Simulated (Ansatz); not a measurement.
## Te on Cu(111): change of the work function

How does one ordered layer of Te (fcc site) change the work function of Cu(111), and what dipole does each adsorbate carry?

Main program and level: Ansatz 0.2.0; plane-wave DFT, r2SCAN, Ansatz PAW, in the first sound run; inputs show where later runs differ.

This is a report of a sequence of runs, with most program output left out.

## Step 1: Starting point

The cell holds 4 atoms: 4 Cu. Its edges and angles: a = 2.553 Å, b = 2.553 Å, c = 24.253 Å, α = 90.0°, β = 90.0°, γ = 60.0°. Vacuum lies along c.

## Step 2: The clean slab

The bare slab comes first, as the zero from which every change is counted. The two lowest layers are held at bulk places and the upper ones relax. The dipole correction removes the false field that a one-sided slab makes across the periodic vacuum, so each face gets a flat vacuum level of its own.

File input.yaml:

```yaml
crystal:
  lattice:
    - [2.5526554801, 0.0, 0.0]
    - [1.27632774, 2.2106644929, 0.0]
    - [0.0, 0.0, 24.2527034153]
  atoms:
    - { symbol: Cu, position: [0.0, 0.0, 0.3710926508] }
    - { symbol: Cu, position: [0.3333333333, 0.3333333333, 0.4570308836] }
    - { symbol: Cu, position: [0.6666666667, 0.6666666667, 0.5429691164] }
    - { symbol: Cu, position: [0.0, 0.0, 0.6289073492] }
kpoints:
  mp_grid: { grid: [13, 13, 1] }
hamiltonian:
  xc: r2scan
scf:
  occupations: { method: fermi_dirac, width: 0.1 }
  convergence: { dr2_threshold: 1.0e-08 }
efield:
  axis: 3
  dipole_correction: true
  ramp_position: 0.97
  ramp_width: 0.06
relax:
  f_tol: 0.02
  max_steps: 60
  constraints: [{ sites: [0, 1] }]
output:
  write_potential: true
  write_density: true
  volumetric_format: npy
```

The run is started by

```bash
> ansatz run input.yaml --threads 4 --pin off --max-ram 12288MiB --backend cpu --events-out ev --progress --plain --runs-dir out
```

Elapsed: 27 s, on 4 threads of Intel Xeon Gold 6455B (Sapphire Rapids), shared host; peak memory 0.84 GiB; 1.7 min of CPU time.

Relaxation path:

```
step  energy less that of the first step (eV)  largest force component (eV/Å)
   1                                   0.0000                          0.2449
   2                                  -0.0077                          0.1498
   3                                  -0.0116                          0.0115
```

The run keeps the 6 symmetry operations that it works with, so distortions that break them were not tested.

The atoms that moved most (Å):

| atom | dx | dy | dz | length |
| --- | --- | --- | --- | --- |
| Cu4 | 0.000 | 0.000 | -0.104 | 0.104 |
| Cu3 | 0.000 | 0.000 | -0.042 | 0.042 |

This step gave:

| Quantity | Value |
| --- | --- |
| energy at zero smearing | -26523.8147 eV |
| work function, upper face | 4.822 eV |
| work function, lower face | 4.857 eV |
| dipole along the normal | 0.001114 e·Å |
| step between the vacuum levels | -0.03571 eV |

Running mean over 2.084 Å of the planar mean; the ramp of the sawtooth is left out. Electron's electrostatic potential energy less the Fermi level against z:

```csv
z (Å),electron's electrostatic potential energy less the Fermi level (eV)
3.0,4.86
3.5,4.86
4.0,4.86
4.5,4.86
5.0,4.85
5.5,4.84
6.0,4.81
6.5,4.68
7.0,4.20
7.5,2.13
8.0,-2.55
8.5,-6.86
9.0,-8.25
9.5,-8.46
10.0,-8.54
10.5,-8.62
11.0,-8.69
11.5,-8.87
12.0,-9.08
12.5,-9.00
13.0,-8.80
13.5,-8.93
14.0,-9.19
14.5,-9.01
15.0,-8.51
15.5,-7.61
16.0,-4.08
16.5,0.883
17.0,3.83
17.5,4.56
18.0,4.75
18.5,4.80
19.0,4.82
19.5,4.82
20.0,4.82
20.5,4.82
21.0,4.82
```

The relaxation took 3 steps and lowered the energy by 0.012 eV; the largest force on the free atoms ends at 0.012 eV/Å.

The work function of the upper face is 4.82 eV.

## Step 3: The covered slab

System of this step: Te/Cu(111). The cell holds 17 atoms: 16 Cu and 1 Te. Its edges and angles: a = 5.105 Å, b = 5.105 Å, c = 26.570 Å, α = 90.0°, β = 90.0°, γ = 60.0°. Vacuum lies along c.

The clean slab as it ended is repeated in the plane and the adsorbate is set on one face; the cell's size fixes the coverage, and the k-mesh shrinks with it to keep the sampling density about even. Adsorbate and upper layers relax, since the dipole depends on the height.

File input.yaml:

```yaml
crystal:
  lattice:
    - [5.1053109602, 1.0e-10, 0.0]
    - [2.5526554801, 4.4213289858, 0.0]
    - [0.0, 0.0, 26.5701409385]
  atoms:
    - { symbol: Cu, position: [0.0, 0.0, 0.3387260919] }
    - { symbol: Cu, position: [0.1666666667, 0.1666666667, 0.4171688249] }
    - { symbol: Cu, position: [0.3333333333, 0.3333333333, 0.4940303532] }
    - { symbol: Cu, position: [0.0, 0.0, 0.5701257571] }
    - { symbol: Cu, position: [0.0, 0.5, 0.3387260919] }
    - { symbol: Cu, position: [0.1666666667, 0.6666666667, 0.4171688249] }
    - { symbol: Cu, position: [0.3333333333, 0.8333333333, 0.4940303532] }
    - { symbol: Cu, position: [0.0, 0.5, 0.5701257571] }
    - { symbol: Cu, position: [0.5, 0.0, 0.3387260919] }
    - { symbol: Cu, position: [0.6666666667, 0.1666666667, 0.4171688249] }
    - { symbol: Cu, position: [0.8333333333, 0.3333333333, 0.4940303532] }
    - { symbol: Cu, position: [0.5, 0.0, 0.5701257571] }
    - { symbol: Cu, position: [0.5, 0.5, 0.3387260919] }
    - { symbol: Cu, position: [0.6666666667, 0.6666666667, 0.4171688249] }
    - { symbol: Cu, position: [0.8333333333, 0.8333333333, 0.4940303532] }
    - { symbol: Cu, position: [0.5, 0.5, 0.5701257571] }
    - { symbol: Te, position: [0.1666666667, 0.1666666667, 0.6612739081] }
kpoints:
  mp_grid: { grid: [7, 7, 1] }
hamiltonian:
  xc: r2scan
scf:
  occupations: { method: fermi_dirac, width: 0.1 }
  convergence: { dr2_threshold: 1.0e-08 }
efield:
  axis: 3
  dipole_correction: true
  ramp_position: 0.97
  ramp_width: 0.06
relax:
  f_tol: 0.02
  max_steps: 60
  constraints: [{ sites: [0, 1, 4, 5, 8, 9, 12, 13] }]
output:
  bader: true
  dos: { projected: true, e_range: [-8, 4] }
  write_potential: true
  write_density: true
  volumetric_format: npy
  elf: true
```

Wall time 5.3 min (4 threads); peak memory 4.7 GiB; 20 min of CPU time.

The steps of the relaxation:

| step | energy less that of the first step (eV) | largest force component (eV/Å) |
| --- | --- | --- |
| 1 | 0.0000 | 2.5560 |
| 2 | -0.4672 | 1.5110 |
| 3 | -0.6002 | 0.5554 |
| 4 | -0.6272 | 0.0902 |
| 5 | -0.6288 | 0.0289 |
| 6 | -0.6290 | 0.0100 |

The run keeps the 6 symmetry operations that it works with, so distortions that break them were not tested.

The atoms that moved most (Å):

```csv
atom,dx,dy,dz,length
Te17,0.000,0.000,-0.408,0.408
Cu16,0.000,0.000,0.042,0.042
Cu4,-0.033,-0.019,0.002,0.038
Cu12,0.033,-0.019,0.002,0.038
Cu8,0.000,0.038,0.002,0.038
Cu7,0.000,-0.008,-0.007,0.010
Cu11,-0.007,0.004,-0.007,0.010
Cu3,0.007,0.004,-0.007,0.010
```

Numbers from this step:

```
energy at zero smearing        : -113091.5869 eV
work function, upper face      : 4.909 eV
work function, lower face      : 4.837 eV
dipole along the normal        : -0.008953 e·Å
step between the vacuum levels : 0.07177 eV
```

Running mean over 2.084 Å of the planar mean; the ramp of the sawtooth is left out. Electron's electrostatic potential energy less the Fermi level against z:

z (Å), electron's electrostatic potential energy less the Fermi level (eV) and a bar from the least value:
```
      3.5       4.84 ##############################
      4.0       4.84 ##############################
      4.5       4.84 ##############################
      5.0       4.83 ##############################
      5.5       4.82 ##############################
      6.0       4.79 ##############################
      6.5       4.66 #############################
      7.0       4.17 ############################
      7.5       2.10 ########################
      8.0      -2.58 ##############
      8.5      -6.90 #####
      9.0      -8.28 ##
      9.5      -8.48 #
     10.0      -8.54 #
     10.5      -8.59 #
     11.0      -8.65 #
     11.5      -8.84 
     12.0      -9.05 
     12.5      -8.94 
     13.0      -8.69 #
     13.5      -8.79 #
     14.0      -9.03 
     14.5      -8.98 
     15.0      -8.75 #
     15.5      -8.45 #
     16.0      -5.61 #######
     16.5      -1.07 #################
     17.0       1.29 ######################
     17.5       2.18 ########################
     18.0       3.03 ##########################
     18.5       3.56 ###########################
     19.0       4.37 #############################
     19.5       4.78 ##############################
     20.0       4.88 ##############################
     20.5       4.90 ##############################
     21.0       4.91 ##############################
     21.5       4.91 ##############################
     22.0       4.91 ##############################
     22.5       4.91 ##############################
     23.0       4.91 ##############################
     23.5       4.91 ##############################
```

The density of states has structure finer than the step of the table below, so its rows give means over 0.25 eV, whole bins alone (the curve runs from -8 to 1.98 eV). Peaks (eV: height): -3.280: 83.0, -3.040: 86.7, -2.590: 77.6, -2.200: 74.5, -2.050: 79.3, -1.770: 81.1, -1.710: 93.2.

Table of density of states by energy, zero at the Fermi level; means over each step:

| energy (eV) | density of states (states/eV a cell) |
| --- | --- |
| -7.75 | 2.00 |
| -7.50 | 2.34 |
| -7.25 | 1.52 |
| -7.00 | 3.27 |
| -6.75 | 1.13 |
| -6.50 | 2.39 |
| -6.25 | 4.19 |
| -6.00 | 4.29 |
| -5.75 | 2.57 |
| -5.50 | 7.86 |
| -5.25 | 7.04 |
| -5.00 | 18.6 |
| -4.75 | 16.3 |
| -4.50 | 23.0 |
| -4.25 | 33.4 |
| -4.00 | 29.4 |
| -3.75 | 35.7 |
| -3.50 | 38.4 |
| -3.25 | 55.2 |
| -3.00 | 61.9 |
| -2.75 | 53.4 |
| -2.50 | 50.2 |
| -2.25 | 61.7 |
| -2.00 | 60.7 |
| -1.75 | 71.8 |
| -1.50 | 26.2 |
| -1.25 | 8.49 |
| -1.00 | 11.5 |
| -0.75 | 4.78 |
| -0.50 | 4.20 |
| -0.25 | 9.67 |
| 0.00 | 2.76 |
| 0.25 | 6.18 |
| 0.50 | 2.26 |
| 0.75 | 8.01 |
| 1.00 | 4.28 |
| 1.25 | 4.61 |
| 1.50 | 5.01 |
| 1.75 | 5.25 |

Projected DOS per atom over height of the atomic layer and energy from the Fermi level. Layers: Cu4 Cu4 Cu4 Cu4 Te from below.

Ten even steps from '0' (0.06 states/eV) to '9' (4.93 states/eV), each cell a mean:
```
00000
00000
00000
00000
00001
00001
00003
32211
98760
75671
96561
56671
34452
24431
13320
01210
00000
00000
00000
00000
00000
00000
```
Columns: height of the atomic layer (Å) from 9 to 17.2; rows upwards: energy from the Fermi level (eV) from -7.96 to 1.95.

ELF in the ca plane at fractional y = 0.167, with atoms of Cu and Te within 0.2 Å of it. It is the smooth field of the valence electrons, not physical close to the nuclei.

Values, 8 rows by 16 columns, each cell a mean:
```
0.17 0.18 0.21 0.21 0.19 0.18 0.18 0.18 0.48 0.67 0.58 0.13 0.01 0.00 0.00 0.00
0.20 0.20 0.20 0.23 0.21 0.19 0.20 0.18 0.23 0.32 0.17 0.02 0.00 0.00 0.00 0.00
0.29 0.29 0.31 0.51 0.25 0.25 0.26 0.25 0.12 0.03 0.01 0.00 0.00 0.00 0.00 0.00
0.20 0.20 0.20 0.24 0.21 0.18 0.21 0.19 0.22 0.30 0.16 0.02 0.00 0.00 0.00 0.00
0.17 0.18 0.21 0.21 0.19 0.18 0.18 0.18 0.48 0.67 0.58 0.13 0.01 0.00 0.00 0.00
0.20 0.20 0.20 0.23 0.21 0.19 0.19 0.23 0.42 0.41 0.72 0.25 0.01 0.00 0.00 0.00
0.28 0.29 0.31 0.51 0.26 0.26 0.22 0.33 0.25 0.16 0.71 0.30 0.02 0.00 0.00 0.00
0.20 0.20 0.20 0.24 0.21 0.19 0.19 0.24 0.41 0.40 0.72 0.26 0.01 0.00 0.00 0.00
```
Columns run along c (16.0 Å, from fractional 0.31 to 0.91 of the cell), rows up along a (5.1 Å). Atoms in or near the plane, at fractional coordinates: Cu at (0.42, 0.17), Cu at (0.42, 0.67), Te at (0.65, 0.17).

Valence density in the ca plane at fractional y = 0.167, with atoms of Cu and Te within 0.2 Å of it. It is the smooth field of the valence electrons, not physical close to the nuclei.

Values in e/Å³, 8 rows by 16 columns, each cell a mean:
```
 1  1  0  0  1  1  0  1  0  0  0  0  0  0  0  0
 0  0  1  3  0  0  0  0  0  0  0  0  0  0  0  0
 0  0  8 21  0  0  0  0  0  0  0  0  0  0  0  0
 0  0  2  3  0  0  0  0  0  0  0  0  0  0  0  0
 1  1  0  0  1  1  0  1  0  0  0  0  0  0  0  0
 0  0  1  3  0  0  0  0  1  3  0  0  0  0  0  0
 0  0  8 21  0  0  0  0  4  9  0  0  0  0  0  0
 0  0  2  3  0  0  0  0  1  3  0  0  0  0  0  0
```
Columns run along c (16.0 Å, from fractional 0.31 to 0.91 of the cell), rows up along a (5.1 Å). Atoms in or near the plane, at fractional coordinates: Cu at (0.42, 0.17), Cu at (0.42, 0.67), Te at (0.65, 0.17).

Electrostatic potential energy in the ca plane at fractional y = 0.167, with atoms of Cu and Te within 0.2 Å of it. With pseudopotentials it is smooth inside the atoms' cores, unlike the true potential.

Ten even steps from '0' (-36 eV) to '9' (8 eV), each cell a mean:
```
86446898888874368864578877789999999999999999
87447898788874468864579999999999999999999999
98778884237887688887789999999999999999999999
99889850003888899998899999999999999999999999
99999840002799999999999999999999999999999999
99888860004888889988899999999999999999999999
98668885347887678876689999999999999999999999
86446898888874368863478999999999999999999999
87447898788874468864578766789999999999999999
98778884236887788887787566568999999999999999
99889850003898899998885699858999999999999999
99999840002799999999885799957999999999999999
99888860004888899988886599758999999999999999
98668885347887688876787555478999999999999999
```
Columns run along c (16.0 Å, from fractional 0.31 to 0.91 of the cell; values clipped at the 3rd and 97th percentile), rows up along a (5.1 Å). Atoms in or near the plane, at fractional coordinates: Cu at (0.42, 0.17), Cu at (0.42, 0.67), Te at (0.65, 0.17).

The relaxation took 6 steps and lowered the energy by 0.63 eV; the largest force on the free atoms ends at 0.0100 eV/Å.

By hand: a sheet of dipoles makes a step −p/(ε₀A) in the electron's potential. With e/ε₀ = 180.95 V·Å, p = -0.008953 e·Å and A = 22.57 Å², that is −180.95 × (-0.008953) / 22.57 = +0.072 eV, and the two vacuum levels of the run differ by +0.072 eV.

The covered face has 4.91 eV, +0.09 eV against the clean one; the bare back face has moved by -0.02 eV, a measure of how thin the slab is.

## Step 4: Work function against coverage

This step: plane-wave DFT, r2SCAN, Ansatz PAW; work function against coverage (Ansatz 0.2.0).

The runs are now put side by side.

This step gave:

```yaml
work_function_of_the_clean_face: 4.822 eV
largest_change_of_the_work_function: 0.08740 eV
```

The work function of the covered face by coverage:

```
coverage (adsorbates/nm²)  work function of the covered face (eV)
                     0.00                                    4.82
                     4.43                                    4.91
```

The dipole per adsorbate comes from the change of the cell's dipole. Coverage, by row:

| coverage (1/nm²) | coverage (ML) | work function (eV) | change (eV) | dipole per adsorbate, positive end outwards (debye) | mean height of the added atoms over the highest substrate atom (Å) |
| --- | --- | --- | --- | --- | --- |
| 4.43 | 0.25 | 4.909 | 0.0874 | -0.064 | 1.972 |

## Step 5: The 0.25 ML cell at another level of theory, cutoff 1251.72 eV, functional PBE

This step: plane-wave DFT, PBE, norm-conserving (Ansatz 0.2.0).

The geometry is kept and the functional is PBE; other changes against the main runs: norm-conserving files and cutoff 500 → 1251.72.

File input.yaml:

```yaml
crystal:
  lattice:
    - [5.1053109602, 0.0, 0.0]
    - [2.5526554801, 4.4213289858, 0.0]
    - [0.0, 0.0, 26.5701409385]
  atoms:
    - { symbol: Cu, position: [0.0, 0.0, 0.3387260919] }
    - { symbol: Cu, position: [0.1666666667, 0.1666666667, 0.4171688249] }
    - { symbol: Cu, position: [0.3341833371, 0.3341833371, 0.4937646068] }
    - { symbol: Cu, position: [-0.0042661387, -0.0042661387, 0.5701938835] }
    - { symbol: Cu, position: [0.0, 0.5, 0.3387260919] }
    - { symbol: Cu, position: [0.1666666667, 0.6666666667, 0.4171688249] }
    - { symbol: Cu, position: [0.3341833371, 0.8316333258, 0.4937646068] }
    - { symbol: Cu, position: [-0.0042661387, 0.5085322775, 0.5701938835] }
    - { symbol: Cu, position: [0.5, 0.0, 0.3387260919] }
    - { symbol: Cu, position: [0.6666666667, 0.1666666667, 0.4171688249] }
    - { symbol: Cu, position: [0.8316333258, 0.3341833371, 0.4937646068] }
    - { symbol: Cu, position: [0.5085322775, -0.0042661387, 0.5701938835] }
    - { symbol: Cu, position: [0.5, 0.5, 0.3387260919] }
    - { symbol: Cu, position: [0.6666666667, 0.6666666667, 0.4171688249] }
    - { symbol: Cu, position: [0.8333333333, 0.8333333333, 0.4941471375] }
    - { symbol: Cu, position: [0.5, 0.5, 0.5716916793] }
    - { symbol: Te, position: [0.1666666667, 0.1666666667, 0.6459033587] }
kpoints:
  mp_grid: { grid: [7, 7, 1] }
hamiltonian:
  xc: pbe
  pseudopotentials: { kind: nc }
scf:
  occupations: { method: fermi_dirac, width: 0.1 }
  convergence: { dr2_threshold: 1.0e-08 }
efield:
  axis: 3
  dipole_correction: true
  ramp_position: 0.97
  ramp_width: 0.06
output:
  write_potential: true
  write_density: true
  volumetric_format: npy
```

The job ended after 2.3 min (4 threads; peak memory 11 GiB; 8.6 min of CPU time).

Numbers from this step:

* energy at zero smearing: -85579.1446 eV
* work function, upper face: 4.724 eV
* work function, lower face: 4.810 eV
* dipole along the normal: 0.01074 e·Å
* step between the vacuum levels: -0.08611 eV

The work function comes to 4.72 eV, -0.19 eV from the first level.

## Step 6: The 0.25 ML cell at another level of theory, cutoff 420 eV, functional LDA

This step: plane-wave DFT, LDA, Ansatz PAW (Ansatz 0.2.0).

The geometry is kept and the functional is LDA; other changes against the main runs: cutoff 500 → 420.

input.yaml, as its differences from that of step 5:

```diff
@@ -26,4 +26,3 @@
 hamiltonian:
-  xc: pbe
-  pseudopotentials: { kind: nc }
+  xc: lda
 scf:
```

Wall time 27 s (4 threads); peak memory 2.7 GiB; 98 s of CPU time.

Numbers from this step:

```yaml
energy_at_zero_smearing: -111714.5183 eV
work_function_upper_face: 4.960 eV
work_function_lower_face: 5.164 eV
dipole_along_the_normal: 0.02547 e·Å
step_between_the_vacuum_levels: -0.2042 eV
```

The work function comes to 4.96 eV, +0.05 eV from the first level.

## Step 7: The 0.25 ML cell at another level of theory, cutoff 420 eV, functional RPBE

This step: plane-wave DFT, RPBE, Ansatz PAW (Ansatz 0.2.0).

The geometry is kept and the functional is RPBE; other changes against the main runs: cutoff 500 → 420.

input.yaml, as its differences from that of step 6:

```diff
@@ -26,3 +26,3 @@
 hamiltonian:
-  xc: lda
+  xc: rpbe
 scf:
```

Elapsed: 27 s, on 4 threads; peak memory 2.7 GiB.

The work function comes to 4.64 eV, -0.26 eV from the first level.

## Step 8: The series together

Times are for 4 threads of Intel Xeon Gold 6455B (Sapphire Rapids), shared host. The runs compared:

```csv
no.,functional,"work function, upper face (eV)",dipole along the normal (e·Å),time,memory (GiB)
1,pbe,4.724,0.01074,2.3 min,11
2,lda,4.960,0.02547,27 s,2.7
3,rpbe,4.644,-0.001069,27 s,2.7
```

[end of part 1 of 2]

[Logs are printed without paths, hosts, clocks, repeated set-up lines and the standing remarks that a program may print on its own settings, such as how far it seeks lower states.]

[Hosts, paths, dates, database ids (printed as entryN), source tags and the programs' standing remarks are cut or masked in the printed files.]

[Maps of the electrostatic potential energy from Ansatz leave out the sawtooth potential of an applied field or a dipole correction, so their vacuum need not be flat; planar profiles and work functions include it.]

[The density of states shown here was stored with 400 of the rows of the run's finer table, so its peaks can read low, often by over a quarter, or be missed, and its means over a window can be off by a tenth or more.]
